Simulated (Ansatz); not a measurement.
## A low-energy model for NiO (Fm-3m): bands, U and J

Aim: U, U′ and J for the Ni d shell of NiO (Fm-3m).

Main program and level: Ansatz 0.2.0; non-magnetic LDA, then constrained RPA, plane waves, PAW.

### 1. The starting structure

The structure is cubic, space group Fm-3m (No. 225). The conventional cell has a = 4.172 Å, b = 4.172 Å, c = 4.172 Å, α = 90.00°, β = 90.00°, γ = 90.00°. Ni has 6 O at 2.09 Å nearest. Nearest to O lie 6 Ni at 2.09 Å. Farther neighbours and most contacts between anions are not listed.

The cell and positions come from the Crystallography Open Database and are kept as given unless a step says otherwise. The program's search for lower electronic states was switched off, so nothing shows that the state found is the lowest. The default PAW set here is soft_2. Its files were made with PBE.

### 2. LDA bands and orbital weights

This step: DFT, LDA, plane waves, PAW.

Input file input.yaml:

```yaml
crystal:
  lattice:
    - [0.0, -2.08590164, -2.08590164]
    - [2.08590164, 0.0, -2.08590164]
    - [2.08590164, -2.08590164, 0.0]
  atoms:
    - { symbol: Ni, position: [0.0, 0.0, 0.0] }
    - { symbol: O, position: [0.5, 0.5, 0.5] }
kpoints:
  mp_grid: { grid: [8, 8, 8] }
  band_path:
    path:
      - [[0.0, 0.0, 0.0], [0.5, 0.0, 0.5], [0.625, 0.25, 0.625]]
      - [[0.375, 0.375, 0.75], [0.0, 0.0, 0.0], [0.5, 0.5, 0.5], [0.5, 0.25, 0.75], [0.5, 0.0, 0.5]]
    npoints: 10
hamiltonian:
  xc: lda
scf:
  occupations: { method: gaussian, width: 0.08 }
  n_extra_bands: 19
  max_iter: 150
  lower_state_search: "off"
output:
  eigenvalues: true
  fatbands: true
  write_density: true
  write_potential: true
  elf: true
  volumetric_format: npy
```

Run with:

```console
ansatz run input.yaml --threads 4 --pin off --max-ram 14745MiB --backend cpu --events-out ev --progress --plain --runs-dir out
```

Numbers of over 12 decimals in the logs are rounded to 6 here.

Output:

```text
scf.n_extra_bands = 19 over 12 filled bands (N_el = 24.0): the run solves 31 bands
Engine: ansatz 0.2.0, aarch64-unknown-linux-gnu
Pseudopotentials: kind: paw
Pseudopotential: Ni, paw, valence charge 18, recommended cutoff 420 eV (normal), Ni.paw.azcp
Pseudopotential: O, paw, valence charge 6, recommended cutoff 420 eV (normal), O.paw.azcp
Functional definition: SPW92
  exchange = slater_x
  correlation = pw_c
Crystal: 2 atoms, lattice volume = 18.151 Å³
Basis set: ecut = 420 eV, 339 PW (Γ)
Bands: 31, of which v1, the nominal top of the filled ones, is band 12 counted from 1 (11 counted from 0)
Symmetry: 48 space group operations
Space group: Fm-3m (ITA 225), of the structure as read, at distance tolerance 2.6e-5 Å
k-points: 29 of 512
Non-local potential: Ni, projectors of the file, l = 0: 3, l = 1: 2, l = 2: 3, l = 3: 1
Non-local potential: O, projectors of the file, l = 0: 2, l = 1: 2, l = 2: 1
PAW form: soft (Blöchl's): semilocal exchange-correlation on the pseudo side does not see the compensation charge
PAW frozen core: Ni, regenerated for the run's functional, and the local potential with it (the file was generated under x = pbe(κ = 0.804, μ = 0.219515), c = pbe(β = 0.066725))
PAW frozen core: O, regenerated for the run's functional, and the local potential with it (the file was generated under x = pbe(κ = 0.804, μ = 0.219515), c = pbe(β = 0.066725))
PAW one-centre angular grid: Ni, 590 points (default); XC on 64 Gauss nodes
PAW one-centre angular grid: O, 110 points (default); XC on 64 Gauss nodes
Initial density: superposition of atomic densities (neutral atoms: chi_scale 0, normalization atom), corrected by the library's trained network
Initial wavefunctions: pseudopotential atomic-orbital guess
Functional: x = slater, c = lda
SCF iter   1: F=—  HF=-6327.040074 eV  |F-HF|=—  |Δ(HF+E_count)|=         —  Δρ=2.44e-2  dr2=6.62e-2  ethr=1.77e-3  ⟨swp⟩=5.1  Hψ=3428  notcnv=0  defer=316
preconditioner: auto → none  [metal: Δε(μ)=0.031 eV  Ē_g=33.989 eV  σ=0.080 eV  W_gap=0.22  n_scr=8 (ndim 8)  ℏωp=34.9 eV  f_vac=0.000  D(μ)=3.10/eV (n_scr^D=58)  sad-step TF]
SCF iter   2: F=—  HF=-6327.025062 eV  |F-HF|=—  |Δ(HF+E_count)|=   1.50e-2  Δρ=1.23e-2  dr2=2.41e-2  ethr=2.76e-4  ⟨swp⟩=2.0  Hψ=1264  notcnv=0  defer=372
SCF iter   3: F=—  HF=-6327.019268 eV  |F-HF|=—  |Δ(HF+E_count)|=   5.79e-3  Δρ=2.68e-3  dr2=1.48e-3  ethr=1.00e-4  ⟨swp⟩=2.1  Hψ=646  notcnv=0  defer=372
SCF iter   4: F=—  HF=-6327.018926 eV  |F-HF|=—  |Δ(HF+E_count)|=   3.42e-4  Δρ=5.57e-4  dr2=4.20e-5  ethr=6.15e-6  ⟨swp⟩=1.0  Hψ=524  notcnv=0  defer=372
SCF iter   5: F=—  HF=-6327.018925 eV  |F-HF|=—  |Δ(HF+E_count)|=   1.19e-6  Δρ=3.18e-5  dr2=7.17e-8  ethr=1.75e-7  ⟨swp⟩=1.1  Hψ=528  notcnv=0  defer=372
SCF iter   6: F=-6327.018925 eV  HF=-6327.018925 eV  |F-HF|=1.20e-9  |Δ(HF+E_count)|=   5.55e-8  Δρ=2.48e-6  dr2=4.86e-10  ethr=2.99e-10  ⟨swp⟩=6.1  Hψ=4251  notcnv=0
SCF 1 converged in 6 iterations: F = -6327.018925 eV  dr2 = 4.86e-10
  greatest PAW one-centre occupation: 1.002 electrons in one spin orbital (limit 2), on the Ni atom at site 0 (counted from 0), in its partial waves of l = 1
NSCF: frozen V_eff on 62 k-points
SCF converged after 6 iterations
Free energy (F): -6327.018925 eV
Harris-Foulkes:  -6327.018925 eV  (|F-HF|=1.20e-9)
Internal energy: -6327.008497 eV  (E = F + TS)
E sigma→0 (E₀):  -6327.013711 eV
Entropy (-TS):   -0.010428 eV (-5.214 meV/atom)
Fermi energy:    14.032669 eV
--- Per-component energies (eV) ---
  E_band       = -326.989120
  E_kinetic    = 452.580754
  E_local      = -4000.032003  (includes V_loc(G=0)·N_el)
  E_nonlocal   = 697.430684
  E_hartree    = 1646.469909
  E_xc         = -154.552425
  E_vxc        = -199.403467  (∫ρ·V_xc dr)
  E_paw        = -1714.640561  (= ΣΔE_a)
  E_vpaw       = -570.507263  (= ΣTr[D̂ρ^β])
  E_aug_tail   = 0.003016  (compensation charges beyond the density's cutoff)
  E_ewald      = -3254.798912
  E_core_change = 0.531042  (= ΣΔE_core)
  E_smearing   = -0.010428  (= −TS)
  E_closure    = -0.000000  (closes the sum)
  Σ components = -6327.018925   (vs F -6327.018925, Δ=0.00e0)
--- Band table (eV; the first three rows and the last of 29) ---
  k-point 0: bands = [... 8 lower, 12.1867, 12.1867, 12.1867, 12.3801, 12.3801, 15.6390, 31.6846, 32.9658, ... 15 higher]
  k-point 1: bands = [... 8 lower, 12.3185, 12.3185, 12.4548, 13.0962, 13.0962, 16.6041, 29.1169, 32.3159, ... 15 higher]
  k-point 2: bands = [... 8 lower, 12.6043, 12.6043, 12.7962, 14.1599, 14.1599, 18.2836, 26.2075, 30.3698, ... 15 higher]
  k-point 28: bands = [... 8 lower, 12.8869, 12.8869, 13.2064, 13.3172, 14.0122, 22.5378, 24.6370, 24.6370, ... 15 higher]
```

Wall time 0.89 s (4 threads of Arm Neoverse V1, shared host); peak memory 0.27 GiB.

Electronic bands along the path, in eV, zero at the Fermi level:

```csv
point,band 10,band 11,band 12,band 13,band 14
Γ,-1.85,-1.85,-1.65,-1.65,1.61
halfway,-1.45,-0.80,-0.80,-0.38,5.42
X,-1.25,-0.72,-0.72,-0.69,6.21
halfway,-0.86,-0.75,-0.70,-0.61,6.68
U,-0.85,-0.67,-0.52,-0.01,7.83
jump to K,-0.85,-0.67,-0.52,-0.01,7.83
halfway,-1.18,-0.97,-0.71,0.89,5.38
Γ,-1.85,-1.85,-1.65,-1.65,1.61
halfway,-1.43,-1.24,0.13,0.13,4.25
L,-1.00,-0.63,1.24,1.24,5.55
halfway,-1.04,-0.71,0.11,0.70,7.81
W,-1.15,-0.83,-0.72,-0.02,8.51
halfway,-0.89,-0.78,-0.72,-0.39,7.14
X,-1.25,-0.72,-0.72,-0.69,6.21
```

Of the projections kept (Ni 3d, O 2p), the largest for each band there; the rest of the weight can lie on other orbitals:

| point | band 10 | band 11 | band 12 | band 13 | band 14 |
| --- | --- | --- | --- | --- | --- |
| Γ | Ni 3d 0.99 | Ni 3d 0.99 | Ni 3d 1.00 | Ni 3d 1.00 | - |
| X | Ni 3d 1.00 | Ni 3d 1.00 | Ni 3d 1.00 | Ni 3d 0.92 | - |
| U | Ni 3d 1.00 | Ni 3d 0.93 | Ni 3d 0.86 | Ni 3d 0.75 | O 2p 0.08 |
| K | Ni 3d 1.00 | Ni 3d 0.93 | Ni 3d 0.86 | Ni 3d 0.75 | O 2p 0.08 |
| Γ | Ni 3d 0.99 | Ni 3d 0.99 | Ni 3d 1.00 | Ni 3d 1.00 | - |
| L | Ni 3d 0.99 | Ni 3d 0.86 | Ni 3d 0.59 | Ni 3d 0.59 | - |

The electronic bands as a text plot (rows in eV, shown from -8.0 to 1.6 only):

```
    1.4 |*                            **         **
    1.0 |                   *****             *** ****
    0.6 |                  *     *           *      * **
    0.2 |                                   *        ** **
   -0.2 |      ***       **       **       *           *  ****
   -0.6 |   *** *****************   *     *    ******************
   -1.0 |  * ***      ** ***********     *   *******************
   -1.4 | ************     *   *******  * ****        ***  *    *
   -1.8 |***             **       *********                 **
   -2.2 |   ****        *                                     *
   -2.6 |       ****  **                                       *
   -3.0 |*          **                **                        *
   -3.4 | **                        **  *
   -3.8 | * ***                   ***    *
   -4.2 |      ***                ***     **
   -4.6 |  *      ******         *        * *                  **
   -5.0 |              ****     *            *                *
   -5.4 |   *              *****  **       *  ***********    *
   -5.8 |    **         *    **                     **** ****
   -6.2 |                ** *    *          *           ****
   -6.6 |      *         ***    *                           **
   -7.0 |       *********  *   *             *          *     ***
   -7.4 |                   ***               *       **
   -7.8 |                                      *     *
         Γ           X  U|K            Γ         L        W     X
```

Valence density in the ac plane of the conventional cell at fractional y = 0.000, with atoms of Ni and O within 0.2 Å of it. It is the smooth field of the valence electrons, not physical close to the nuclei.

Ten steps, logarithmic in the rise over the least value, from '_' (0 e/Å³) to '@' (49 e/Å³), each cell a mean:
```
@@##--....--++++==::....++%%
++==..____::----::..____--++
::..________......________..
..__________....__________..
::::..____..----::..____..::
==--::__..==####**::__..::==
++==::..::++@@@@##--....--++
++==::....++%%@@##--....--++
--::..____--++++==..____::--
....________..::..________..
..__________....__________..
--::..____..::::::..____..--
##**::__..::====--::__..==##
@@##--....--++++==::..::++@@
```
Columns run along a (4.2 Å), rows up along c (4.2 Å), edges of the conventional cell, whose origin can differ from the input's. Atoms in or near the plane, at fractional coordinates: Ni at (0.50, 0.50), Ni at (0.00, 0.00), O at (0.00, 0.50), O at (0.50, 0.00).

Electrostatic potential energy in the ac plane of the conventional cell at fractional y = 0.000, with atoms of Ni and O within 0.2 Å of it. With pseudopotentials it is smooth inside the atoms' cores, unlike the true potential.

Values in eV, 14 rows by 14 columns, each cell a mean:
```
-54 -44 -17   7  11 -11 -31 -37 -24   2  12  -2 -31 -51
-36 -23  -2  12  14   7 -11 -15  -3  12  14   7 -12 -31
 -5   2  11  15  16  14  11   9  13  15  15  13   7  -2
 11  13  15  16  15  12   7   6   9  13  15  15  14  12
 -2   7  14  15  11  -2 -17 -22 -11   5  13  15  12   2
-28 -16   7  13   2 -23 -44 -49 -36 -11   9  13  -3 -24
-46 -28  -2  11  -5 -36 -54 -55 -49 -22   6   9 -15 -37
-37 -24   2  12  -2 -31 -51 -54 -44 -17   7  11 -11 -31
-15  -3  12  14   7 -12 -31 -36 -23  -2  12  14   7 -11
  9  13  15  15  13   7  -2  -5   2  11  15  16  14  11
  6   9  13  15  15  14  12  11  13  15  16  15  12   7
-22 -11   5  13  15  12   2  -2   7  14  15  11  -2 -17
-49 -36 -11   9  13  -3 -24 -28 -16   7  13   2 -23 -44
-55 -49 -22   6   9 -15 -37 -46 -28  -2  11  -5 -36 -54
```
Columns run along a (4.2 Å; values clipped at the 3rd and 97th percentile), rows up along c (4.2 Å), edges of the conventional cell, whose origin can differ from the input's. Atoms in or near the plane, at fractional coordinates: Ni at (0.50, 0.50), Ni at (0.00, 0.00), O at (0.00, 0.50), O at (0.50, 0.00).

### 3. Constrained RPA: Ni d, bands v4 to c1, 8×8×8 mesh, medium accuracy

Constrained RPA screens the interaction with every transition except those inside the target bands, which a later many-body model would treat itself.

This step: constrained RPA on LDA, plane waves, PAW.

input.yaml, the sections that differ from step 2:

```yaml
kpoints:
  mp_grid: { grid: [8, 8, 8] }
output:
  crpa:
    kmesh: [8, 8, 8]
    target_bands: [v4, c1]
    projections: [{ species: Ni, l: d, shell: 3 }]
  local_orbitals:
    kmesh: [8, 8, 8]
    orbitals: [{ species: Ni, l: d, shell: 3 }]
    window: { bands: [v4, c1] }
    seedname: lo
# crystal, hamiltonian, scf: as in step 2
```

Output:

```text
[...]
Crystal: 2 atoms, lattice volume = 18.151 Å³
Basis set: ecut = 420 eV, 339 PW (Γ)
Bands: 31, of which v1, the nominal top of the filled ones, is band 12 counted from 1 (11 counted from 0)
Symmetry: 48 space group operations
[...]
k-points: 29 of 512
[...]
SCF iter   1: F=—  HF=-6327.040068 eV  |F-HF|=—  |Δ(HF+E_count)|=         —  Δρ=2.44e-2  dr2=6.62e-2  ethr=1.77e-3  ⟨swp⟩=5.1  Hψ=3428  notcnv=0  defer=316
[...]
SCF iter   6: F=-6327.018925 eV  HF=-6327.018925 eV  |F-HF|=1.19e-9  |Δ(HF+E_count)|=   5.55e-8  Δρ=2.48e-6  dr2=4.83e-10  ethr=2.99e-10  ⟨swp⟩=6.1  Hψ=4239  notcnv=0
SCF 1 converged in 6 iterations: F = -6327.018925 eV  dr2 = 4.83e-10
[...]
NSCF: frozen V_eff on 32 k-points
[...]
cRPA screening: q 1/512
cRPA screening: q 2/512
cRPA screening: q 10/512 (q-point 3)
cRPA screening: q 18/512 (q-point 4)
cRPA screening: q 26/512 (q-point 5)
cRPA screening: q 30/512 (q-point 10)
cRPA screening: q 36/512 (q-point 11)
cRPA screening: q 60/512 (q-point 12)
cRPA screening: q 84/512 (q-point 13)
cRPA screening: q 108/512 (q-point 14)
cRPA screening: q 132/512 (q-point 15)
cRPA screening: q 156/512 (q-point 16)
cRPA screening: q 168/512 (q-point 19)
cRPA screening: q 174/512 (q-point 20)
cRPA screening: q 198/512 (q-point 21)
cRPA screening: q 222/512 (q-point 22)
cRPA screening: q 246/512 (q-point 23)
cRPA screening: q 258/512 (q-point 28)
cRPA screening: q 264/512 (q-point 29)
cRPA screening: q 288/512 (q-point 30)
cRPA screening: q 300/512 (q-point 37)
cRPA screening: q 303/512 (q-point 84)
cRPA screening: q 327/512 (q-point 85)
cRPA screening: q 375/512 (q-point 86)
cRPA screening: q 399/512 (q-point 93)
cRPA screening: q 423/512 (q-point 94)
cRPA screening: q 471/512 (q-point 95)
cRPA screening: q 495/512 (q-point 102)
cRPA screening: q 507/512 (q-point 167)
SCF converged after 6 iterations
Free energy (F): -6327.018925 eV
[...]
Internal energy: -6327.008497 eV  (E = F + TS)
E sigma→0 (E₀):  -6327.013711 eV
Entropy (-TS):   -0.010428 eV (-5.214 meV/atom)
Fermi energy:    14.032669 eV
[...]
--- Band table (eV; the first three rows and the last of 29) ---
  k-point 0: bands = [... 8 lower, 12.1867, 12.1867, 12.1867, 12.3801, 12.3801, 15.6390, 31.6846, 32.9658, ... 15 higher]
  k-point 1: bands = [... 8 lower, 12.3185, 12.3185, 12.4548, 13.0962, 13.0962, 16.6041, 29.1169, 32.3159, ... 15 higher]
  k-point 2: bands = [... 8 lower, 12.6043, 12.6043, 12.7962, 14.1599, 14.1599, 18.2836, 26.2075, 30.3698, ... 15 higher]
  k-point 28: bands = [... 8 lower, 12.8869, 12.8869, 13.2064, 13.3172, 14.0122, 22.5378, 24.6370, 24.6370, ... 15 higher]
--- cRPA (band scheme, projected local orbitals): target bands 9..13 (1-based), 5 Wannier function(s), 8×8×8 mesh, 26 bands' worth read of 31 solved, ecut_chi 136.0 eV, v(q+G=0) probe_charge, pair densities all_electron ---
  χ-basis size per q: N_G = 59..70
  window electrons = 8.0000, filled by tetrahedron_uncorrected; constrained ε̄⁻¹(q = 0, 0) head = 0.245669; min gauge Gram eig = 0.5886
  Kanamori averages over each shell's own Wannier functions (sites counted from 0, functions from 1):
    Site 0, 3D, 5 of 5 d orbitals (Wannier functions 1, 2, 3, 4, 5; wannier90's mr 1, 2, 3, 4, 5):
      screened: U = 6.0885 eV, U' = 4.8415 eV, J = 0.6219 eV
      screened d-shell averages: U_bar = F0 = 5.0909 eV, J_bar = 0.8713 eV
      screened, to within: U = 1.7e-2 eV, U' = 1.7e-2 eV, J = 1.3e-3 eV
      screened d-shell averages, to within: U_bar = 1.5e-2 eV, J_bar = 1.8e-3 eV
      bare: V = 22.6097 eV, V' = 21.0238 eV, J = 0.7554 eV
      bare d-shell averages: V_bar = F0 = 21.3410 eV, J_bar = 1.0726 eV
  Hermiticity witness max|P − P†| over intra, direct and exchange elements: 1.24e-14 eV (screened), 1.91e-23 eV (bare)
  Reality witness max|Im| over intra, direct and exchange elements: 1.89e-19 eV (screened), 8.25e-19 eV (bare)
```

Run time: 3.6 min. Hardware: 4 threads; peak memory 0.52 GiB.

Numbers from this step:

```
U                                                 : 6.088 eV
U prime (inter-orbital)                           : 4.842 eV
J                                                 : 0.6219 eV
bare V                                            : 22.61 eV
bare J                                            : 0.7554 eV
stated bound on U                                 : 0.01654 eV
U over bare V                                     : 0.2693
electrons in the window                           : 8.000
head of the constrained inverse dielectric matrix : 0.2457
least eigenvalue of the projection's overlap      : 0.5886
target functions                                  : 5
bands in the sums                                 : 26
r.m.s. miss of the model bands                    : 0.008727 eV
width of the target bands                         : 4.098 eV
weight of the projected orbitals in the window    : 0.8931
```

On the Ni d shell, screening brings the on-site interaction from 22.6 eV down to U = 6.09 eV.

Kanamori averages over each shell's functions. Crpa shells, by row:

| site | element | shell | orbitals | U (eV) | U' (eV) | J (eV) | bare V (eV) | bare V' (eV) | bare J (eV) | bound on U (eV) |
| --- | --- | --- | --- | --- | --- | --- | --- | --- | --- | --- |
| 1 | Ni | 3D | 5 | 6.088 | 4.842 | 0.6219 | 22.61 | 21.02 | 0.7554 | 0.01654 |

Density-density elements U_iijj, eV. U matrix, by row:

```
   orbital  Ni1 dz2  Ni1 dxz  Ni1 dyz  Ni1 dx2-y2  Ni1 dxy
   Ni1 dz2    5.541        5        5       4.206    4.519
   Ni1 dxz        5    6.454    5.058       4.679    5.058
   Ni1 dyz        5    5.058    6.454       4.679    5.058
Ni1 dx2-y2    4.206    4.679    4.679       5.541     5.16
   Ni1 dxy    4.519    5.058    5.058        5.16    6.454
```

Exchange elements U_ijji, eV. J matrix, by row:

```csv
orbital,Ni1 dz2,Ni1 dxz,Ni1 dyz,Ni1 dx2-y2,Ni1 dxy
Ni1 dz2,-,0.486,0.486,0.667,0.738
Ni1 dxz,0.486,-,0.71,0.654,0.71
Ni1 dyz,0.486,0.71,-,0.654,0.71
Ni1 dx2-y2,0.667,0.654,0.654,-,0.402
Ni1 dxy,0.738,0.71,0.71,0.402,-
```

Projected local orbitals of the target window. Electronic bands along the path, in eV, zero at the Fermi level; # counts the bands kept:

```
    point     #2     #3     #4     #5
        Γ  -1.85  -1.85  -1.65  -1.65
  halfway  -1.45  -0.80  -0.80  -0.38
        X  -1.25  -0.72  -0.72  -0.69
  halfway  -0.86  -0.75  -0.70  -0.61
        U  -0.85  -0.67  -0.52  -0.01
jump to K  -0.85  -0.67  -0.52  -0.01
  halfway  -1.19  -0.96  -0.72   0.90
        Γ  -1.85  -1.85  -1.65  -1.65
  halfway  -1.43  -1.24   0.13   0.13
        L  -1.00  -0.63   1.24   1.24
  halfway  -1.04  -0.71   0.11   0.70
        W  -1.15  -0.83  -0.72  -0.02
  halfway  -0.89  -0.78  -0.72  -0.39
        X  -1.25  -0.72  -0.72  -0.69
```

The same for Kohn-Sham, solved directly:

```csv
point,#2,#3,#4,#5
Γ,-1.85,-1.85,-1.65,-1.65
X,-1.25,-0.72,-0.72,-0.69
U,-0.85,-0.67,-0.52,-0.01
K,-0.85,-0.67,-0.52,-0.01
Γ,-1.85,-1.85,-1.65,-1.65
L,-1.00,-0.63,1.24,1.24
W,-1.15,-0.83,-0.72,-0.02
X,-1.25,-0.72,-0.72,-0.69
```

The first set of electronic bands as a text plot (rows in eV):

```
    1.2 |                    ***                ****
    1.0 |                   *                  *   **
    0.8 |                       *             *      *
    0.6 |                                           * *
    0.5 |                  *     *           *       * *
    0.3 |                                               *
    0.1 |                                   *         *
    0.0 |                 *                              ***
   -0.2 |                *        **       *           *    **
   -0.4 |      ***                                      *
   -0.6 |    **   **   *********                 **           *
   -0.7 |   *  **************** *   *     *    **  **************
   -0.9 |  * **        * ***   ***            *           *****
   -1.1 |                   **** ***         * *************   *
   -1.2 |   *     *****     *** *   *    *  ***      ***** *    *
   -1.4 | *    ***         *   ***** *     **
   -1.6 |******                  *  ********                *
   -1.7 | *               *       ****  ***                  *
   -1.9 |***             *            **
   -2.1 |   *           *
   -2.3 |    **                                               *
   -2.4 |      *       *
   -2.6 |       **                                             *
   -2.8 |         *****                                         *
         Γ           X  U|K            Γ         L        W     X
```

Onsite levels, by row:

```
   orbital  level less Fermi level (eV)
   Ni1 dz2                      -0.1101
   Ni1 dxz                       -1.077
   Ni1 dyz                       -1.077
Ni1 dx2-y2                      -0.1101
   Ni1 dxy                       -1.077
```

Largest distinct elements between sites. Hoppings, by row:

```csv
from,to,cell,distance (Å),t (eV)
Ni1 dz2,Ni1 dz2,1 1 -1,4.172,-0.3722
Ni1 dx2-y2,Ni1 dx2-y2,1 -1 -1,4.172,-0.2778
Ni1 dyz,Ni1 dyz,0 1 -1,2.95,-0.1823
Ni1 dx2-y2,Ni1 dz2,-1 1 -1,4.172,-0.1634
Ni1 dz2,Ni1 dxy,0 0 1,2.95,0.1109
Ni1 dxz,Ni1 dx2-y2,-1 0 1,2.95,0.096
Ni1 dz2,Ni1 dz2,-1 1 -1,4.172,-0.0892
Ni1 dxz,Ni1 dxz,1 -1 -1,4.172,-0.0846
Ni1 dz2,Ni1 dyz,0 -1 1,2.95,-0.0554
Ni1 dx2-y2,Ni1 dx2-y2,0 0 -2,5.9,0.048
Ni1 dxz,Ni1 dxz,0 1 -1,2.95,0.0464
Ni1 dx2-y2,Ni1 dx2-y2,-1 1 0,2.95,-0.0406
```

(Part 1 of 2 ends here.)

[Paths, hosts, dates, memory and timing lines, banners, echoed tables and standing remarks are left out of the program output.]

[Logs are printed without paths, hosts, clocks, repeated set-up lines and the standing remarks that a program may print on its own settings, such as how far it seeks lower states.]

[Runs of the session that timed out or met a known fault of the program may be left out.]

[Hosts, paths, dates, database ids (printed as entryN), source tags and the programs' standing remarks are cut or masked in the printed files.]
